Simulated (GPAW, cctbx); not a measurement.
# NaHI2: the scripts behind a bonding study

Short scripts, each with its output. The cell comes from substitution in a known structure type and wasn't matched to any measured phase.

**1. Relax the structure**

```text
cell
1.0
    -2.416000000    4.184634751    0.000000000
    -4.832000000    0.000000000    0.000000000
    -2.416000000    1.394878250    6.308333333
I Na H
2 1 1
Direct
0.416433333 0.416433333 0.750700001
0.583566667 0.583566667 0.249299999
0.000000000 0.000000000 0.000000000
0.500000000 0.500000000 0.500000000
```

```python
from ase.constraints import FixSymmetry
from ase.filters import FrechetCellFilter
from ase.io import read, write
from ase.optimize import BFGS
from ase.parallel import parprint
from gpaw import GPAW, PW, FermiDirac

atoms = read("start.vasp")
atoms.set_constraint(FixSymmetry(atoms))
atoms.calc = GPAW(mode=PW(670), xc="PBE", kpts={"size": (4, 4, 4), "gamma": True},
                 occupations=FermiDirac(0.05), maxiter=120, symmetry={"tolerance": 1e-5}, txt="relax.txt")
BFGS(FrechetCellFilter(atoms), maxstep=0.15).run(fmax=0.03, steps=40)
parprint("cell  %.4f %.4f %.4f  %.2f %.2f %.2f" % tuple(atoms.cell.cellpar()))
parprint("volume %.3f A^3, largest force %.3f eV/A, largest stress %.2f GPa" % (atoms.get_volume(), abs(atoms.get_forces()).max(), 160.218 * abs(atoms.get_stress()).max()))
atoms.set_constraint()
write("relaxed.vasp", atoms, direct=True)
```

```console
$ OMP_NUM_THREADS=1 mpirun -n 4 gpaw python run.py > gpaw.log
```

```text
gpts.py:43: UserWarning: Initial realspace grid (30,30,42) inconsistent with symmetries.
gpts.py:43: UserWarning: Initial realspace grid (30,30,42) inconsistent with symmetries.
gpts.py:43: UserWarning: Initial realspace grid (30,30,42) inconsistent with symmetries.
gpts.py:43: UserWarning: Initial realspace grid (30,30,42) inconsistent with symmetries.
gpts.py:70: UserWarning: Using symmetrized grid: (42,42,42).
gpts.py:70: UserWarning: Using symmetrized grid: (42,42,42).
gpts.py:70: UserWarning: Using symmetrized grid: (42,42,42).
gpts.py:70: UserWarning: Using symmetrized grid: (42,42,42).
            Step        Energy          fmax
BFGS:    0       -8.305864        6.715005
BFGS:    1       -9.540472        2.927023
gpts.py:43: UserWarning: Initial realspace grid (30,30,45) inconsistent with symmetries.
gpts.py:43: UserWarning: Initial realspace grid (30,30,45) inconsistent with symmetries.
gpts.py:43: UserWarning: Initial realspace grid (30,30,45) inconsistent with symmetries.
gpts.py:43: UserWarning: Initial realspace grid (30,30,45) inconsistent with symmetries.
gpts.py:70: UserWarning: Using symmetrized grid: (45,45,45).
gpts.py:70: UserWarning: Using symmetrized grid: (45,45,45).
gpts.py:70: UserWarning: Using symmetrized grid: (45,45,45).
gpts.py:70: UserWarning: Using symmetrized grid: (45,45,45).
BFGS:    2       -9.962780        1.365991
BFGS:    3      -10.046104        0.709116
BFGS:    4      -10.063614        0.443848
BFGS:    5      -10.076855        0.416383
BFGS:    6      -10.099973        0.518615
BFGS:    7      -10.125915        0.468820
gpts.py:43: UserWarning: Initial realspace grid (30,30,48) inconsistent with symmetries.
gpts.py:43: UserWarning: Initial realspace grid (30,30,48) inconsistent with symmetries.
gpts.py:43: UserWarning: Initial realspace grid (30,30,48) inconsistent with symmetries.
gpts.py:43: UserWarning: Initial realspace grid (30,30,48) inconsistent with symmetries.
gpts.py:70: UserWarning: Using symmetrized grid: (48,48,48).
gpts.py:70: UserWarning: Using symmetrized grid: (48,48,48).
gpts.py:70: UserWarning: Using symmetrized grid: (48,48,48).
gpts.py:70: UserWarning: Using symmetrized grid: (48,48,48).
BFGS:    8      -10.145150        0.253473
BFGS:    9      -10.150275        0.048348
BFGS:   10      -10.150516        0.016892
cell  4.9852 4.9852 7.6056  70.87 70.87 60.00
volume 151.518 A^3, largest force 0.006 eV/A, largest stress 0.07 GPa
```

Time: 4.5 min on 4 cores of Arm Neoverse N1 (shared host), peak memory 1.5 GiB.

**2. Build the all-electron density and subtract free atoms**

```text
cell
1.0
    -2.492597350    4.317305260    0.000000000
    -4.985194700    0.000000000    0.000000000
    -2.492597350    1.439101753    7.039941760
I Na H
2 1 1
Direct
0.408953640 0.408953640 0.773139090
0.591046370 0.591046370 0.226860900
0.000000000 0.000000000 0.000000000
0.500000000 0.500000000 0.500000010
```

```python
import numpy as np
from ase.io import read
from ase.units import Bohr
from gpaw import GPAW, PW, FermiDirac
from gpaw.calculator import GPAW as OldGPAW
from gpaw.mpi import serial_comm, world
from scipy.special import erfc
from scipy.spatial import cKDTree

atoms = read("cell.vasp")
atoms.calc = GPAW(mode=PW(550), xc="PBE", kpts={"size": (5, 5, 5), "gamma": True},
                 occupations=FermiDirac(0.05), maxiter=120, symmetry={"tolerance": 1e-5}, txt="scf.txt")
atoms.get_potential_energy()
rho = atoms.calc.get_all_electron_density(gridrefinement=2)
moments = atoms.get_magnetic_moments() if atoms.calc.get_number_of_spins() == 2 else np.zeros(len(atoms))
total = atoms.get_magnetic_moment() if moments.any() else 0.0
if world.rank == 0:
    free = OldGPAW(mode=PW(550), xc="PBE", txt=None, communicator=serial_comm)
    neutral = atoms.copy()
    neutral.set_initial_magnetic_moments(None)
    free.initialize(neutral)
    free.set_positions(neutral)
    drho = rho - free.get_all_electron_density(gridrefinement=2)
    # GPAW starts from confined atoms: exchange their smooth part for that of the datasets' free atoms
    h = np.stack(np.meshgrid(*[np.fft.fftfreq(n, 1 / n) for n in drho.shape], indexing="ij"), -1)
    gabs = np.linalg.norm(h @ atoms.cell.reciprocal(), axis=-1)
    tails = np.fft.fftn(free.get_pseudo_density(gridrefinement=2))
    g, form, v0 = np.linspace(0, gabs.max(), 1500), {}, 0
    for e in set(atoms.symbols):
        idx = atoms.symbols.search(e)
        d = free.setups[idx[0]].data
        r, w = d.rgd.r_g * Bohr, d.rgd.r_g**2 * d.rgd.dr_g
        j0 = np.sinc(2 * g[:, None] * r)
        smooth = sum(f * p**2 for f, p in zip(d.f_j, d.phit_jg)) + np.sqrt(4 * np.pi) * d.nct_g
        full = sum(f * p**2 for f, p in zip(d.f_j, d.phi_jg)) + np.sqrt(4 * np.pi) * d.nc_g
        phase = sum(np.exp(-2j * np.pi * h @ s) for s in atoms.get_scaled_positions()[idx])
        tails -= np.interp(gabs, g, j0 @ (smooth * w)) * phase * drho.size / atoms.get_volume()
        form[e] = j0 @ (full * w)
        v0 += 2 * np.pi / 3 * 14.3996 * (full * w * r**2).sum() * len(idx)  # V A^3
    tails *= 0.5 * erfc((gabs - 1.8) / 0.25)  # the tails differ at long wavelengths alone
    drho += np.fft.ifftn(tails).real  # crystal minus superposed spherical free atoms
    np.save("drho.npy", drho)
    dv = atoms.get_volume() / drho.size
    print("grid", drho.shape, " electrons %.3f" % (rho.sum() * dv), " moved by bonding %.3f e" % (abs(drho).sum() * dv / 2))
    pts = np.indices(drho.shape).reshape(3, -1).T / drho.shape @ atoms.cell
    shifts = (np.indices((3, 3, 3)).reshape(3, -1).T - 1) @ atoms.cell
    images = (atoms.positions[None] + shifts[:, None]).reshape(-1, 3)
    dist, idx = cKDTree(images).query(pts, k=4)
    out = drho.ravel()[dist[:, 0] > 0.5]
    print("deformation density beyond 0.5 A of the nuclei: max %.3f, min %.3f e/A^3" % (out.max(), out.min()))
    tie = dist < dist[:, :1] + 1e-4
    q = -np.bincount((idx % len(atoms))[tie], (drho.ravel()[:, None] / tie.sum(1, keepdims=True) * tie)[tie], len(atoms)) * dv
    print("atom        x       y       z   Voronoi charge  moment")
    for a, s, c, m in zip(atoms, atoms.get_scaled_positions(), q, moments):
        print("%-2s%-3d %7.4f %7.4f %7.4f %10.3f %10.2f" % (a.symbol, a.index + 1, *s, c, m))
    np.savez("free.npz", g=g, **form)
    print("mean inner potential of superposed free atoms %.3f V" % (v0 / atoms.get_volume()))
    print("total magnetic moment %.3f muB" % total)
```

```console
$ OMP_NUM_THREADS=1 mpirun -n 4 gpaw python run.py > gpaw.log
```

```text
gpts.py:43: UserWarning: Initial realspace grid (27,27,42) inconsistent with symmetries.
gpts.py:43: UserWarning: Initial realspace grid (27,27,42) inconsistent with symmetries.
gpts.py:43: UserWarning: Initial realspace grid (27,27,42) inconsistent with symmetries.
gpts.py:43: UserWarning: Initial realspace grid (27,27,42) inconsistent with symmetries.
gpts.py:70: UserWarning: Using symmetrized grid: (42,42,42).
gpts.py:70: UserWarning: Using symmetrized grid: (42,42,42).
gpts.py:70: UserWarning: Using symmetrized grid: (42,42,42).
gpts.py:70: UserWarning: Using symmetrized grid: (42,42,42).
grid (84, 84, 84)  electrons 118.000  moved by bonding 0.517 e
deformation density beyond 0.5 A of the nuclei: max 0.112, min -0.040 e/A^3
atom        x       y       z   Voronoi charge  moment
I 1    0.4090  0.4090  0.7731     -0.120       0.00
I 2    0.5910  0.5910  0.2269     -0.120       0.00
Na3    0.0000  0.0000  0.0000      0.197       0.00
H 4    0.5000  0.5000  0.5000      0.044       0.00
mean inner potential of superposed free atoms 8.572 V
total magnetic moment 0.000 muB
```

Time: 31 s.

**3. Fourier-transform the difference**

```python
from cctbx import adptbx, crystal, miller, xray
from cctbx.eltbx import tiny_pse
import numpy as np

cs = crystal.symmetry(unit_cell=(4.9852, 4.9852, 21.1198, 90, 90, 120), space_group_symbol='Hall: -R 3 2"')  # R-3m
atoms = [  # label, site, U (iso, or U11 U22 U33 U12 U13 U23 in A^2), occupancy
    ("I1", (1/3, 2/3, 0.25771), 0.0000, 1),
    ("Na1", (0, 0, 0), 0.0000, 1),
    ("H1", (1/3, 2/3, 0.16667), 0.0000, 1),
]
xs = xray.structure(crystal_symmetry=cs)
for label, site, u, occ in atoms:
    u = adptbx.u_cif_as_u_star(cs.unit_cell(), u) if isinstance(u, tuple) else u
    xs.add_scatterer(xray.scatterer(label, site=site, u=u, occupancy=occ))
xs.scattering_type_registry(table="wk1995")
drho = np.load("drho.npy")
T = np.array([[0, -1, 0], [1, 0, 0], [-1, -1, 3]])  # conventional axes in terms of the primitive ones
dF = np.fft.ifftn(drho) * 454.55371  # electrons a conventional cell, indexed by primitive hkl
ms = miller.build_set(cs, anomalous_flag=False, d_min=0.9).sort("resolution")
iam = ms.structure_factors_from_scatterers(xs, algorithm="direct").f_calc()
p1 = xs.expand_to_p1()
z = np.array([tiny_pse.table(sc.scattering_type).atomic_number() for sc in p1.scatterers()])
x = np.array(p1.sites_frac())
free = np.load("free.npz")
print("static structure factors of the conventional cell: F in electrons, V (Mott-Bethe) in volts")
print("   h  k  l      d  |F| table  |F| free   |F| DFT   change   |V| free  |V| DFT  change %")
for h, d, table in list(zip(ms.indices(), ms.d_spacings().data(), iam.data()))[:16]:
    df = dF[tuple(np.rint(np.linalg.solve(T, h)).astype(int))]
    phase = np.exp(2j * np.pi * x @ h)
    f = sum(np.interp(1 / d, free["g"], free[sc.scattering_type]) * p for sc, p in zip(p1.scatterers(), phase))
    fz = (z * phase).sum()
    c = 14.3996 * d * d / (np.pi * cs.unit_cell().volume())
    v0, v1 = abs(fz - f) * c, abs(fz - f - df) * c
    print("%4d%3d%3d %7.4f %9.3f %9.3f %9.3f %8.3f %9.3f %8.3f %8s" % (h + (d, abs(table), abs(f), abs(f + df), abs(f + df) - abs(f), v0, v1, "%.1f" % (100 * (v1 / v0 - 1)) if v0 > 0.02 else "-")))
```

```console
$ python run.py
```

```text
static structure factors of the conventional cell: F in electrons, V (Mott-Bethe) in volts
   h  k  l      d  |F| table  |F| free   |F| DFT   change   |V| free  |V| DFT  change %
   0  0  3  7.0399    72.169    72.315    72.388    0.073     1.868    1.831     -2.0
   1  0  1  4.2298   215.724   215.523   216.129    0.605     3.942    3.833     -2.8
   1  0 -2  3.9962   148.282   148.056   148.205    0.149     3.149    3.125     -0.8
   0  0  6  3.5200   236.309   236.784   237.641    0.857     3.983    3.876     -2.7
   1  0  4  3.3422   151.163   151.625   151.912    0.287     2.414    2.382     -1.3
   1  0 -5  3.0193   281.652   282.131   282.364    0.233     4.905    4.884     -0.4
   1  1  0  2.4926   280.500   280.191   279.981   -0.210     4.624    4.637      0.3
   1  0  7  2.4731   187.922   188.330   188.177   -0.153     2.991    3.000      0.3
   1  1  3  2.3497    58.973    59.279    58.898   -0.381     0.934    0.955      2.3
   0  0  9  2.3466    82.314    82.110    82.836    0.726     1.232    1.192     -3.3
   1  0 -8  2.2523     7.724     8.250     7.925   -0.325     0.057    0.041    -29.0
   2  0 -1  2.1475   181.210   181.089   181.058   -0.031     2.617    2.619      0.1
   2  0  2  2.1149   124.476   124.042   124.011   -0.031     1.965    1.967      0.1
   1  1  6  2.0342   203.038   203.678   203.307   -0.372     2.711    2.727      0.6
   2  0 -4  1.9981   130.900   131.488   130.765   -0.722     1.673    1.703      1.7
   2  0  5  1.9222   244.616   244.977   244.506   -0.471     3.372    3.390      0.5
```

Time: 0.46 s on 1 core of Arm Neoverse N1 (shared host), peak memory 0.09 GiB.

[Outputs are excerpts: Python notices, other lines and further rows are left out; steps that failed or that the build refused (PBEsol, TPSS) are not shown.]

[Logs are printed without paths, hosts, clocks, repeated set-up lines and the standing remarks that a program may print on its own settings, such as how far it seeks lower states.]
